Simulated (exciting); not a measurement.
## TaAgO3: the O K edge from the Bethe–Salpeter equation

Wanted: the near-edge spectrum and the bound core excitons at the O K edge of TaAgO3.

Calculated with exciting sodium; X-ray absorption, core-level Bethe-Salpeter equation, exchange and statically screened direct term, Tamm-Dancoff, all-electron LAPW+lo LDA.

Report form: the programs' logs are mostly left out.

**1. Starting point**

Symmetry: R-3c, No. 167, trigonal system. Conventional cell: a = 5.576 Å, b = 5.576 Å, c = 13.933 Å, α = 90.00°, β = 90.00°, γ = 120.00°. Nearest to Ta lie 6 O at 2.01 Å. Ag has 3 O at 2.47 Å nearest. Nearest to O lie 2 Ta at 2.01 Å and 1 Ag at 2.47 Å. Farther neighbours and most contacts between anions are not listed.

As a file:

```
Ta Ag O
1.0
     2.78783    1.60955    4.64445
    -2.78783    1.60955    4.64445
     0.00000   -3.21911    4.64445
Ta Ag O
2 2 6
Direct
  0.00000 0.00000 0.00000
  0.50000 0.50000 0.50000
  0.75000 0.75000 0.75000
  0.25000 0.25000 0.25000
  0.80653 0.25000 0.69347
  0.25000 0.69347 0.80653
  0.69347 0.80653 0.25000
  0.75000 0.30653 0.19347
  0.19347 0.75000 0.30653
  0.30653 0.19347 0.75000
```

Differences between curves are given as r.m.s. difference over r.m.s. height.

**2. The self-consistent potential**

The species files are the program's own, with muffin-tin radii set in the input.

input.xml reads:

```
<input>
  <title>TaAgO3</title>
  <structure speciespath="." autormt="false" epslat="1.0e-5">
    <crystal>
      <basevect>5.2682318572 3.0416150810 8.7767291203</basevect>
      <basevect>-5.2682318572 3.0416150810 8.7767291203</basevect>
      <basevect>0.0000000000 -6.0832301618 8.7767291203</basevect>
    </crystal>
    <species speciesfile="Ta.xml" rmt="2.135">
      <atom coord="0.0000000000 0.0000000000 0.0000000000"/>
      <atom coord="0.5000000000 0.5000000000 0.5000000000"/>
    </species>
    <species speciesfile="Ag.xml" rmt="2.245">
      <atom coord="0.7500000000 0.7500000000 0.7500000000"/>
      <atom coord="0.2500000000 0.2500000000 0.2500000000"/>
    </species>
    <species speciesfile="O.xml" rmt="1.548">
      <atom coord="0.8065260000 0.2500000000 0.6934740000"/>
      <atom coord="0.2500000000 0.6934740000 0.8065260000"/>
      <atom coord="0.6934740000 0.8065260000 0.2500000000"/>
      <atom coord="0.7500000000 0.3065260000 0.1934740000"/>
      <atom coord="0.1934740000 0.7500000000 0.3065260000"/>
      <atom coord="0.3065260000 0.1934740000 0.7500000000"/>
    </species>
  </structure>
  <groundstate do="fromscratch" xctype="LDA_PW" ngridk="3 3 3" rgkmax="6.5" gmaxvr="14" nempty="8" swidth="0.001" maxscl="100" epsengy="1e-5"/>
</input>
```

Launch:

```sh
$ OMP_NUM_THREADS=1 mpirun -n 2 exciting
```

Wall time 3 min (2 MPI ranks of Arm Neoverse V2, shared host).

The warnings file holds hints only, no warning.

The mesh shows a gap of 1.94 eV. Core levels (Dirac, from the valence top):

```
atom  level  energy (eV)
   O  1s1/2       -500.8
```

**3. A richer basis for the empty states**

Each species file gets more local orbitals, built from u and its energy derivative at 0.15 Ha and u at 0.9 Ha.

input.xml is that of step 2.

SPECIES.xml, added lines reads:

```
<lo l="L">  <!-- L = 0, 1, 2, and 3 from Cs on -->
  <wf matchingOrder="0" trialEnergy="0.1500" searchE="false"/>
  <wf matchingOrder="1" trialEnergy="0.1500" searchE="false"/>
  <wf matchingOrder="0" trialEnergy="0.9000" searchE="false"/>
</lo>
```

Launch:

```sh
$ OMP_NUM_THREADS=1 mpirun -n 2 exciting
```

It took 3.3 min on 2 MPI ranks.

Against the first ground state the total energy moves by -9 meV an atom and the gap by 0.00 eV.

**4. Screening, kernels and BSE for O atom 5**

The absorber has 2 Ta at 2.01 Å (bent, 162°, site symmetry 2).

input.xml, as its differences from that of step 3:

```diff
@@ -25,3 +25,20 @@
   </structure>
-  <groundstate do="fromscratch" xctype="LDA_PW" ngridk="3 3 3" rgkmax="6.5" gmaxvr="14" nempty="8" swidth="0.001" maxscl="100" epsengy="1e-5"/>
+  <groundstate do="skip" xctype="LDA_PW" ngridk="3 3 3" rgkmax="6.5" gmaxvr="14" nempty="8" swidth="0.001" maxscl="100" epsengy="1e-5"/>
+  <xs xstype="BSE" ngridk="2 2 2" ngridq="2 2 2" vkloff="0.097 0.273 0.493" rgkmax="6.5" nempty="56" gqmax="3" lmaxapwwf="5" lmaxemat="2" broad="0.01654" tevout="true">
+    <energywindow intv="18.031 19.648" points="439"/>
+    <screening screentype="full" nempty="86"/>
+    <BSE xas="true" xasspecies="3" xasatom="1" xasedge="K" bsetype="singlet" nstlxas="1 52"/>
+    <qpointset>
+      <qpoint>0 0 0</qpoint>
+    </qpointset>
+    <plan>
+      <doonly task="xsgeneigvec"/>
+      <doonly task="writepmatxs"/>
+      <doonly task="scrgeneigvec"/>
+      <doonly task="scrwritepmat"/>
+      <doonly task="screen"/>
+      <doonly task="scrcoulint"/>
+      <doonly task="exccoulint"/>
+    </plan>
+  </xs>
 </input>
```

input.xml for the last start (plan only) reads:

```
  <plan>
    <doonly task="bse"/>
  </plan>
```

Launch:

```sh
$ OMP_NUM_THREADS=1 mpirun -n 2 exciting
$ OMP_NUM_THREADS=2 exciting
```

Elapsed: 9.2 min, on 2 MPI ranks.

Wall time by task: xsgeneigvec 20 s, writepmatxs 8.7 s, scrgeneigvec 18 s, scrwritepmat 8.2 s, screen 2.1 min, scrcoulint 87 s, exccoulint 4.7 min, bse 2.4 s.

The O K spectrum of O atom 5 (energy from the Kohn–Sham onset, core level to the lowest empty state found on the meshes used, 502.65 eV; the ground-state mesh sets it, and the shifted mesh has its lowest transition 0.19 eV above it; Im ε scaled to the maximum of the singlet run; cut below the end of the band set):

```
E (eV)  isotropic  ε ⊥ c  ε ∥ c
  -4.0       0.02   0.02   0.02
  -3.5       0.03   0.03   0.03
  -3.0       0.03   0.04   0.03
  -2.5       0.05   0.05   0.04
  -2.0       0.06   0.06   0.06
  -1.5       0.10   0.10   0.09
  -1.0       0.17   0.17   0.17
  -0.5       0.36   0.37   0.35
   0.0       0.71   0.72   0.70
   0.5       0.96   0.96   0.95
   1.0       0.94   0.93   0.98
   1.5       0.63   0.63   0.63
   2.0       0.46   0.48   0.43
   2.5       0.40   0.41   0.39
   3.0       0.29   0.30   0.28
   3.5       0.24   0.25   0.21
   4.0       0.33   0.35   0.28
   4.5       0.49   0.50   0.48
   5.0       0.60   0.58   0.64
   5.5       0.60   0.57   0.66
   6.0       0.60   0.61   0.57
   6.5       0.70   0.72   0.66
   7.0       0.62   0.63   0.61
   7.5       0.50   0.50   0.50
   8.0       0.46   0.45   0.48
   8.5       0.37   0.37   0.38
   9.0       0.28   0.29   0.28
   9.5       0.21   0.21   0.20
  10.0       0.30   0.31   0.29
  10.5       0.47   0.48   0.44
  11.0       0.35   0.36   0.35
  11.5       0.31   0.31   0.32
  12.0       0.29   0.28   0.30
  12.5       0.27   0.28   0.26
  13.0       0.24   0.26   0.21
  13.5       0.18   0.18   0.16
  14.0       0.15   0.15   0.15
  14.5       0.17   0.17   0.16
  15.0       0.19   0.20   0.16
  15.5       0.19   0.20   0.18
  16.0       0.20   0.20   0.19
  16.5       0.17   0.18   0.17
  17.0       0.18   0.17   0.19
  17.5       0.18   0.18   0.20
  18.0       0.20   0.21   0.20
  18.5       0.20   0.19   0.22
  19.0       0.22   0.18   0.28
  19.5       0.24   0.19   0.35
  20.0       0.24   0.19   0.33
  20.5       0.19   0.17   0.23
  21.0       0.16   0.16   0.16
  21.5       0.14   0.14   0.14
  22.0       0.15   0.15   0.15
  22.5       0.15   0.15   0.14
```

Maxima (height): 0.7 eV (1.00), 5.2 eV (0.62), 6.5 eV (0.70), 10.5 eV (0.47), 16.0 eV (0.20) and 19.6 eV (0.24).

The Hamiltonian has 832 rows. The lowest groups of eigenvalues and the brightest ones, on the scale above (the program counts from the shifted mesh's onset, 0.19 eV higher). Core spinors bring spin-forbidden partners, so dark means forbidden by spin or by symmetry, and the shifted mesh splits states that symmetry would keep together:

```
energy (eV)  states within 10 meV  relative strength
     -0.510                     2               0.23
     -0.200                     2              0.028
     -0.087                     2               0.31
      0.052                     1               dark
      0.070                     1               0.90
      0.109                     2             0.0023
      0.488                     1               0.94
      0.747                     2               0.49
      0.988                     2               0.48
      5.261                     1               0.53
      6.347                     2               0.43
     10.384                     1               1.00
```

**5. Independent particles**

input.xml, as its differences from that of step 4:

```diff
@@ -29,3 +29,3 @@
     <screening screentype="full" nempty="86"/>
-    <BSE xas="true" xasspecies="3" xasatom="1" xasedge="K" bsetype="singlet" nstlxas="1 52"/>
+    <BSE xas="true" xasspecies="3" xasatom="1" xasedge="K" bsetype="IP" nstlxas="1 52"/>
     <qpointset>
@@ -34,9 +34,3 @@
     <plan>
-      <doonly task="xsgeneigvec"/>
-      <doonly task="writepmatxs"/>
-      <doonly task="scrgeneigvec"/>
-      <doonly task="scrwritepmat"/>
-      <doonly task="screen"/>
-      <doonly task="scrcoulint"/>
-      <doonly task="exccoulint"/>
+      <doonly task="bse"/>
     </plan>
```

Launch:

```sh
$ OMP_NUM_THREADS=2 exciting
```

The job ended after 3 s (2 threads).

Maxima (height): 2.3 eV (0.69), 3.2 eV (0.65), 8.8 eV (0.62), 11.9 eV (0.60) and 20.7 eV (0.33); 1 lower ones aren't listed. The spectrum differs from the singlet run by 64 % r.m.s. Moving the earlier curve by +1.8 eV leaves 28 %. The highest maximum lies at 2.3 eV (0.69), against 0.7 eV (1.00).

**6. Exchange alone**

input.xml, as its differences from that of step 5:

```diff
@@ -29,3 +29,3 @@
     <screening screentype="full" nempty="86"/>
-    <BSE xas="true" xasspecies="3" xasatom="1" xasedge="K" bsetype="IP" nstlxas="1 52"/>
+    <BSE xas="true" xasspecies="3" xasatom="1" xasedge="K" bsetype="RPA" nstlxas="1 52"/>
     <qpointset>
```

Launch:

```sh
$ OMP_NUM_THREADS=2 exciting
```

Elapsed: 3 s, on 2 threads.

Maxima (height): 2.4 eV (0.66), 3.2 eV (0.66), 8.8 eV (0.61), 11.9 eV (0.60) and 20.7 eV (0.33); 1 lower ones aren't listed. Against the independent-particle run the r.m.s. difference is 3 %.

**7. Local-field cutoff**

Changed against the first singlet run: cutoff of the kernels (bohr⁻¹) from 3 to 1.5.

input.xml, as its differences from that of step 6:

```diff
@@ -26,6 +26,6 @@
   <groundstate do="skip" xctype="LDA_PW" ngridk="3 3 3" rgkmax="6.5" gmaxvr="14" nempty="8" swidth="0.001" maxscl="100" epsengy="1e-5"/>
-  <xs xstype="BSE" ngridk="2 2 2" ngridq="2 2 2" vkloff="0.097 0.273 0.493" rgkmax="6.5" nempty="56" gqmax="3" lmaxapwwf="5" lmaxemat="2" broad="0.01654" tevout="true">
+  <xs xstype="BSE" ngridk="2 2 2" ngridq="2 2 2" vkloff="0.097 0.273 0.493" rgkmax="6.5" nempty="56" gqmax="1.5" lmaxapwwf="5" lmaxemat="2" broad="0.01654" tevout="true">
     <energywindow intv="18.031 19.648" points="439"/>
     <screening screentype="full" nempty="86"/>
-    <BSE xas="true" xasspecies="3" xasatom="1" xasedge="K" bsetype="RPA" nstlxas="1 52"/>
+    <BSE xas="true" xasspecies="3" xasatom="1" xasedge="K" bsetype="singlet" nstlxas="1 52"/>
     <qpointset>
@@ -34,3 +34,6 @@
     <plan>
-      <doonly task="bse"/>
+      <doonly task="xsgeneigvec"/>
+      <doonly task="screen"/>
+      <doonly task="scrcoulint"/>
+      <doonly task="exccoulint"/>
     </plan>
```

input.xml for the last start (plan only) reads:

```
  <plan>
    <doonly task="bse"/>
  </plan>
```

Launch:

```sh
$ OMP_NUM_THREADS=1 mpirun -n 2 exciting
$ OMP_NUM_THREADS=2 exciting
```

It took 3.4 min on 2 MPI ranks.

Wall time by task: xsgeneigvec 20 s, screen 81 s, scrcoulint 48 s, exccoulint 47 s, bse 2.4 s.

These settings are cheaper. Against the singlet run the r.m.s. difference is 10 %. The highest maximum lies at 0.9 eV (0.93), against 0.7 eV (1.00). The kernels miss the short-range part of the Coulomb interaction, its components above their cutoff.

```
E (eV)  first run  this run
  -4.0       0.02      0.02
  -3.0       0.03      0.03
  -2.0       0.06      0.06
  -1.0       0.17      0.14
   0.0       0.71      0.58
   1.0       0.94      0.91
   2.0       0.46      0.48
   3.0       0.29      0.30
   4.0       0.33      0.29
   5.0       0.60      0.53
   6.0       0.60      0.57
   7.0       0.62      0.68
   8.0       0.46      0.51
   9.0       0.28      0.32
  10.0       0.30      0.30
  11.0       0.35      0.42
  12.0       0.29      0.32
  13.0       0.24      0.26
  14.0       0.15      0.16
  15.0       0.19      0.19
  16.0       0.20      0.21
  17.0       0.18      0.18
  18.0       0.20      0.21
  19.0       0.22      0.22
  20.0       0.24      0.25
  21.0       0.16      0.17
  22.0       0.15      0.15
```

**8. Coarser mesh**

Changed against the first singlet run: k mesh from 2×2×2 to 1×1×1.

input.xml, as its differences from that of step 7:

```diff
@@ -26,3 +26,3 @@
   <groundstate do="skip" xctype="LDA_PW" ngridk="3 3 3" rgkmax="6.5" gmaxvr="14" nempty="8" swidth="0.001" maxscl="100" epsengy="1e-5"/>
-  <xs xstype="BSE" ngridk="2 2 2" ngridq="2 2 2" vkloff="0.097 0.273 0.493" rgkmax="6.5" nempty="56" gqmax="1.5" lmaxapwwf="5" lmaxemat="2" broad="0.01654" tevout="true">
+  <xs xstype="BSE" ngridk="1 1 1" ngridq="1 1 1" vkloff="0.097 0.273 0.493" rgkmax="6.5" nempty="56" gqmax="3" lmaxapwwf="5" lmaxemat="2" broad="0.01654" tevout="true">
     <energywindow intv="18.031 19.648" points="439"/>
@@ -35,2 +35,5 @@
       <doonly task="xsgeneigvec"/>
+      <doonly task="writepmatxs"/>
+      <doonly task="scrgeneigvec"/>
+      <doonly task="scrwritepmat"/>
       <doonly task="screen"/>
```

input.xml for the last start (plan only) reads:

```
  <plan>
    <doonly task="bse"/>
  </plan>
```

Launch:

```sh
$ OMP_NUM_THREADS=2 exciting
$ OMP_NUM_THREADS=2 exciting
```

Wall time 99 s (2 threads).

These settings are cheaper. The spectrum differs from the singlet run by 35 % r.m.s. The highest maximum lies at 0.1 eV (1.01), against 0.7 eV (1.00). The first bright state moves from -0.51 to -1.08 eV. The lowest bare transition of this run lies at 0.67 eV, against 0.19. A coarse mesh samples few band energies, and it inflates the long-range part of the attraction.

```
E (eV)  first run  this run
  -4.0       0.02      0.03
  -3.0       0.03      0.05
  -2.0       0.06      0.14
  -1.0       0.17      0.55
   0.0       0.71      0.97
   1.0       0.94      0.53
   2.0       0.46      0.47
   3.0       0.29      0.30
   4.0       0.33      0.45
   5.0       0.60      0.57
   6.0       0.60      0.40
   7.0       0.62      0.75
   8.0       0.46      0.27
   9.0       0.28      0.15
  10.0       0.30      0.38
  11.0       0.35      0.37
  12.0       0.29      0.51
  13.0       0.24      0.22
  14.0       0.15      0.14
  15.0       0.19      0.20
  16.0       0.20      0.13
  17.0       0.18      0.24
  18.0       0.20      0.20
  19.0       0.22      0.23
  20.0       0.24      0.19
  21.0       0.16      0.18
  22.0       0.15      0.15
```

**9. The levels of theory side by side**

```
  level  curve passes 0.15 (eV)  highest maximum (eV)  its height
     IP                     0.5                   2.3        0.69
    RPA                     0.6                   2.4        0.66
singlet                    -1.1                   0.7        1.00
```

```
E (eV)    IP   RPA  singlet
  -4.0  0.01  0.01     0.02
  -3.0  0.02  0.01     0.03
  -2.0  0.02  0.02     0.06
  -1.0  0.04  0.03     0.17
   0.0  0.09  0.08     0.71
   1.0  0.24  0.22     0.94
   2.0  0.59  0.55     0.46
   3.0  0.64  0.63     0.29
   4.0  0.29  0.30     0.33
   5.0  0.25  0.25     0.60
   6.0  0.37  0.36     0.60
   7.0  0.46  0.45     0.62
   8.0  0.59  0.58     0.46
   9.0  0.60  0.60     0.28
  10.0  0.28  0.29     0.30
  11.0  0.31  0.30     0.35
  12.0  0.59  0.60     0.29
  13.0  0.47  0.49     0.24
  14.0  0.31  0.33     0.15
  15.0  0.22  0.23     0.19
  16.0  0.23  0.23     0.20
  17.0  0.22  0.22     0.18
  18.0  0.21  0.22     0.20
  19.0  0.23  0.23     0.22
  20.0  0.28  0.29     0.24
  21.0  0.29  0.30     0.16
  22.0  0.21  0.21     0.15
```

**10. What came out**

```yaml
absorber_and_edge: O K, atom 5
surroundings: 2 Ta at 2.01 Å (bent, 162°, site symmetry 2)
first_bright_state: -0.51 eV from the Kohn–Sham onset, on this mesh
highest_maximum: 0.7 eV
cost_of_the_bse_run: 9.2 min on 2 MPI ranks of Arm Neoverse V2, shared host; the last task ran on as many threads
```

What this shows: Is a core exciton bound? Yes on this mesh: the first bright state (over 5 % of the brightest) lies at -0.51 eV from the Kohn–Sham onset and at -0.70 eV from the lowest bare transition of its own mesh. Exchange alone changes the independent-particle spectrum by 3 % r.m.s. A mesh of 8 points doesn't converge binding energies, and fine structure above the first lines is partly noise of the mesh. The kernel cutoff is low for a compact core orbital, so the effect of exchange is a lower bound. The zero comes from the unshifted 3×3×3 ground-state mesh; it is exact only where the band minimum lies on that mesh. The Kohn–Sham onset, 503 eV, is no photon energy: the scale needs a rigid shift. No quasiparticle correction widens the gap or stretches the bands. Vibrations and energy-dependent lifetimes are left out. The structure is a Materials Project entry, computed there, and may be a hypothetical form.

[Logs are printed without paths, hosts, clocks, repeated set-up lines and the standing remarks that a program may print on its own settings, such as how far it seeks lower states.]

[Hosts, paths, dates, database ids (printed as entryN), source tags and the programs' standing remarks are cut or masked in the printed files.]
